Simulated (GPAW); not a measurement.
# Near-edge structure at the Ti K edge of TiAu (Pm-3m), part 3 of 3

What does one-electron theory with a core hole give for the Ti K edge of TiAu (Pm-3m)?

GPAW 26.7.0; X-ray absorption from dipole matrix elements to empty bands, plane-wave PAW LDA.

So far. Step 5 (Spectrum with XCH, Ti atom 2): The total-energy difference is 4970.15 eV. One term is added: -22.68 eV, since the hole is spin-paired here and a spin-polarised one costs that much less in the free atom (computed apart). The photon energy is then 4947.47 eV. The tabulated edge of the element is 4966 eV. The functional leaves an error in such absolute values: in the free atom LDA prices this hole 13.2 eV below PBE (computed apart), and PBE is itself good to a few eV.

## (8) Spectrum with XCH, Ti atom 2

A test of how far the result depends on this setting.

Changed against the first core-hole run: cutoff (eV) to 300.

xas.py

```python
import numpy as np
from ase import Atoms
from ase.parallel import parprint, paropen
from gpaw import GPAW, PW, FermiDirac, Mixer, MixerDif, setup_paths
from gpaw.test import gen
setup_paths.insert(0, '.')
gen('Ti', name='fch1s', xcname='LDA', corehole=(1, 0, 1), write_xml=True)
from gpaw.mpi import world
world.barrier()

atoms = Atoms('Au4Ti4',
    cell=[[3.254, 3.254, 3.254],
     [-3.254, 3.254, -3.254],
     [-3.254, -3.254, 3.254]],
    scaled_positions=[[0, 0, 0],
     [0, 0.5, 0.5],
     [0.5, 0, 0.5],
     [0.5, 0.5, 0],
     [0.5, 0, 0],
     [0.5, 0.5, 0.5],
     [0, 0, 0.5],
     [0, 0.5, 0]],
    pbc=True)
atoms.calc = calc = GPAW(legacy_gpaw=True, mode=PW(300, force_complex_dtype=True), xc='LDA', setups={4: 'fch1s'},
    kpts={'size': (5, 5, 5), 'gamma': True}, occupations=FermiDirac(0.1),
    charge=-1, mixer=Mixer(0.1, 5, 50), maxiter=150,
    convergence={'density': 0.0001, 'eigenstates': 1e-6}, txt='scf.txt')
energy = atoms.get_potential_energy() + calc.get_reference_energy()
ef = calc.get_fermi_level()
out = dict(energy=energy, fermi=ef, forces=atoms.get_forces().tolist())
parprint(f'all-electron energy {energy:.4f} eV, Fermi level {ef:.4f} eV')
ev = np.array([[calc.get_eigenvalues(k, s) for k in range(len(calc.get_ibz_k_points()))] for s in range(calc.get_number_of_spins())])
out['homo'], out['lumo'], out['counts'] = ev[ev < ef].max(), ev[ev > ef].min(), sorted(set((ev < ef).sum((0, 2)).tolist()))
out['filled'] = (ev[:, 0] < ef).sum(1).tolist()

from ase.units import Ha
from gpaw.xas import dipole_matrix_elements
nb = int(calc.get_number_of_electrons() / 2) + 105
top, nb = nb, nb + 8 + nb // 12
nscf = calc.fixed_density(kpts={'size': (6, 6, 6), 'gamma': True}, nbands=nb,
    convergence={'bands': top, 'eigenstates': 5e-3}, maxiter=60, txt='nscf.txt')
cell = atoms.cell.array
ops = [cell.T @ U.T @ np.linalg.inv(cell.T) for U in nscf.wfs.kd.symmetry.op_scc]
E = np.arange(-6, 34, 0.1)
fwhm = np.interp(E, [4, 25], [0.94, 3.5])
Y, X, zero, highest = 0, 0, 1e9, 1e9
for spin in range(nscf.get_number_of_spins()):
    wfs = nscf.wfs
    mine = wfs.bd.get_slice()  # this rank's bands
    A = dipole_matrix_elements(wfs.setups[4])
    eps = np.zeros((wfs.kd.nibzkpts, nb))
    d = np.zeros((3, A.shape[1], wfs.kd.nibzkpts, nb), complex)
    for kpt in wfs.kpt_u:
        if kpt.s == spin and 4 in kpt.P_ani:
            eps[kpt.k, mine] = kpt.eps_n * Ha
            d[:, :, kpt.k, mine] = (kpt.weight * wfs.nspins / 2) ** 0.5 * np.inner(A, kpt.P_ani[4])
    world.sum(eps)
    world.sum(d)
    T = np.einsum('amkn,bmkn->abkn', d, d.conj()).real
    T = sum(np.einsum('ai,ijkn,bj->abkn', R, T, R) for R in ops) / len(ops)
    empty = eps > ef
    zero, highest = min(zero, eps[empty].min()), min(highest, eps[:, top - 1].min())
    lines = [(eps, T, empty)] if spin == 0 else lines + [(eps, T, empty)]
for eps, T, empty in lines:
    f = np.einsum('aakn->akn', T).reshape(3, -1)
    x = eps.ravel() - zero
    w = np.interp(x, E, fwhm) / 2.35482
    g = np.exp(-0.5 * ((E[:, None] - x) / w) ** 2) / (w * (2 * np.pi) ** 0.5)
    Y = Y + (f * empty.ravel()) @ g.T
    X = X + (f * ~empty.ravel()) @ g.T
out.update(E=E.round(2).tolist(), xas=Y.tolist(), xes=X.tolist(), zero=zero, valid=highest - zero, nk=len(eps), nb=nb)
for i in range(0, len(E), 10):
    parprint(f'{E[i]:7.2f}', *(f'{v:10.3e}' for v in Y[:, i]))
import json
with paropen('out.json', 'w') as f:
    json.dump(out, f)
```

Started as:

```bash
$ OMP_NUM_THREADS=1 mpirun -n 4 gpaw python xas.py
```

Numbers of over 12 decimals in the logs are rounded to 6 here.

The log of the run:

```text
Input parameters:
  charge: -1
  convergence: {density: 0.0001,
                eigenstates: 1e-06}
  kpts: {gamma: True,
         size: (5, 5, 5)}
  maxiter: 150
  mixer: {backend: pulay,
          beta: 0.1,
          method: separate,
          nmaxold: 5,
          weight: 50}
  mode: {ecut: 300.0,
         force_complex_dtype: True,
         name: pw}
  occupations: {fixmagmom: False,
[...]
*d    :     0.333350
--------------------------------

Diagonalizing with gridspacing h=0.050

state   all-electron     PAW
-------------------------------
3s:      -2.983269    -2.983558
3p:      -2.108060    -2.108705
3d:      -0.666650    -0.667242
*f:                   -0.026873
-------------------------------
all-electron energy -2153028.5953 eV, Fermi level 9.1130 eV
[...]
32.00  4.058e-07  4.058e-07  4.058e-07
  33.00  3.980e-07  3.980e-07  3.980e-07
[key lines of the parts left out:]
Converged after 29 iterations.
Dipole moment: (0.000000, 0.000000, 0.000000) |e|*Ang
Free energy:    -61.096237
Fermi level: 9.11298
```

Elapsed: 50 s, on 4 MPI ranks of Intel Xeon Platinum 8488C (Sapphire Rapids), shared host; peak memory 0.32 GiB; 3.3 min of CPU time.

```
E (eV)  first run  this run
  -2.0       0.00      0.00
  -1.0       0.01      0.01
   0.0       0.40      0.40
   1.0       0.20      0.21
   2.0       0.21      0.21
   3.0       0.56      0.57
   4.0       0.60      0.61
   5.0       0.54      0.55
   6.0       0.61      0.62
   7.0       0.77      0.78
   8.0       0.98      0.99
   9.0       1.04      1.04
  10.0       1.15      1.15
  11.0       1.26      1.27
  12.0       1.32      1.32
  13.0       1.47      1.47
  14.0       1.57      1.57
  15.0       1.81      1.80
  16.0       1.83      1.82
  17.0       1.47      1.46
  18.0       1.04      1.03
  19.0       0.83      0.82
  20.0       0.82      0.80
  21.0       0.90      0.89
  22.0       0.99      0.97
  23.0       0.96      0.95
  24.0       0.85      0.83
  25.0       0.74      0.72
  26.0       0.71      0.70
  27.0       0.77      0.75
  28.0       0.85      0.83
  29.0       0.90      0.88
  30.0       0.90      0.87
  31.0       0.87      0.84
  32.0       0.86      0.83
```

Against the first run the r.m.s. difference is 1 %. The highest intensity below 24 eV stays at 15.5 eV.

The photon energy of the zero moves by +0.09 eV.

## (9) With and without the hole

Both curves are counted from their own zero, so only the shift of weight within the empty states shows.

```
E (eV)  no hole   XCH
  -2.0     0.00  0.00
  -1.0     0.01  0.01
   0.0     0.50  0.40
   1.0     0.27  0.20
   2.0     0.25  0.21
   3.0     0.51  0.56
   4.0     0.57  0.60
   5.0     0.59  0.54
   6.0     0.60  0.61
   7.0     0.74  0.77
   8.0     0.98  0.98
   9.0     1.00  1.04
  10.0     1.14  1.15
  11.0     1.14  1.26
  12.0     1.28  1.32
  13.0     1.44  1.47
  14.0     1.48  1.57
  15.0     1.73  1.81
  16.0     1.94  1.83
  17.0     1.56  1.47
  18.0     1.08  1.04
  19.0     0.90  0.83
  20.0     0.86  0.82
  21.0     0.91  0.90
  22.0     0.98  0.99
  23.0     0.99  0.96
  24.0     0.89  0.85
  25.0     0.76  0.74
  26.0     0.71  0.71
  27.0     0.77  0.77
  28.0     0.86  0.85
  29.0     0.90  0.90
  30.0     0.89  0.90
  31.0     0.88  0.87
  32.0     0.88  0.86
```

With each curve scaled to its own mean, the area from −2 to 6 eV with the hole is 2.8 against 3.0, and the centre of weight from −1 to 20 eV moves by +0.0 eV (first and strongest maxima below 20 eV: 0.3 eV (0.58), 4.7 eV (0.60) and 15.9 eV (1.94) without the hole, 0.3 eV (0.47), 3.7 eV (0.61) and 15.5 eV (1.88) with it), a small effect on these measures.

## (10) Outcome

| Property | Result |
| --- | --- |
| absorber and edge | Ti K, atom 2 of the ground-state input (counted from 1) |
| surroundings | 8 Au at 2.82 Å and 6 Ti at 3.25 Å (cube and octahedron, as in bcc, site symmetry m-3m) |
| highest intensity below 24 eV | 15.5 eV above the zero, height 1.88 |
| photon energy of the zero, with the added terms | 4947.5 eV (raw 4970.2 eV; LDA puts this hole about 13 eV below PBE, itself good to a few eV) |

The Ti K edge of atom 2, with 8 Au at 2.82 Å and 6 Ti at 3.25 Å (cube and octahedron, as in bcc, site symmetry m-3m), has its highest intensity of the first 24 eV at 15.5 eV above the zero, near 4963 eV in photon energy (LDA puts this hole about 13 eV below PBE, itself good to a few eV), 1.9 times the mean level of the first 20 eV (Gaussian full width 0.94 eV up to 4 eV, rising linearly to 3.5 eV at 25 eV). With each curve scaled to its own mean, the area from −2 to 6 eV with the hole is 2.8 against 3.0, and the centre of weight from −1 to 20 eV moves by +0.0 eV (first and strongest maxima below 20 eV: 0.3 eV (0.58), 4.7 eV (0.60) and 15.9 eV (1.94) without the hole, 0.3 eV (0.47), 3.7 eV (0.61) and 15.5 eV (1.88) with it), a small effect on these measures. Changing the core hole to FCH alters the shape by 3 % r.m.s., so the result is insensitive to this choice. Changing the cutoff (eV) to 300 alters the shape by 1 % r.m.s., so this setting is converged. The strongest dipole feature below the main edge lies at 3.7 eV (height 0.61); the site has an inversion centre, so it comes from p states mixed with the neighbours' empty states, not from local p–d mixing. Quadrupole 1s→3d transitions, which feed the pre-edge, are not in the dipole spectrum. The holes are only 5.6 Å apart, so the shape is probably not converged with cell size; no larger cell was run here. The mesh is coarse (0.23 Å⁻¹ between points), so small maxima may be mesh ripples. Lifetime broadening is put in by hand, and intensities beyond about 20 eV depend on it and on the partial waves. The structure is a published determination, not relaxed.

[Banner, clock and machine lines of the logs are left out without a mark of their own.]

[Logs are printed without paths, hosts, clocks, repeated set-up lines and the standing remarks that a program may print on its own settings, such as how far it seeks lower states.]

[Hosts, paths, dates, database ids (printed as entryN), source tags and the programs' standing remarks are cut or masked in the printed files.]

[Lists of maxima count a maximum above −3 eV only where it reaches 4 % of the highest in the window and stands out from its surroundings by 2 % of it (1.5 % where it reaches 55 %); shoulders and weaker maxima are passed over, and of the rest the first, up to two pre-edge ones and the few strongest are named.]
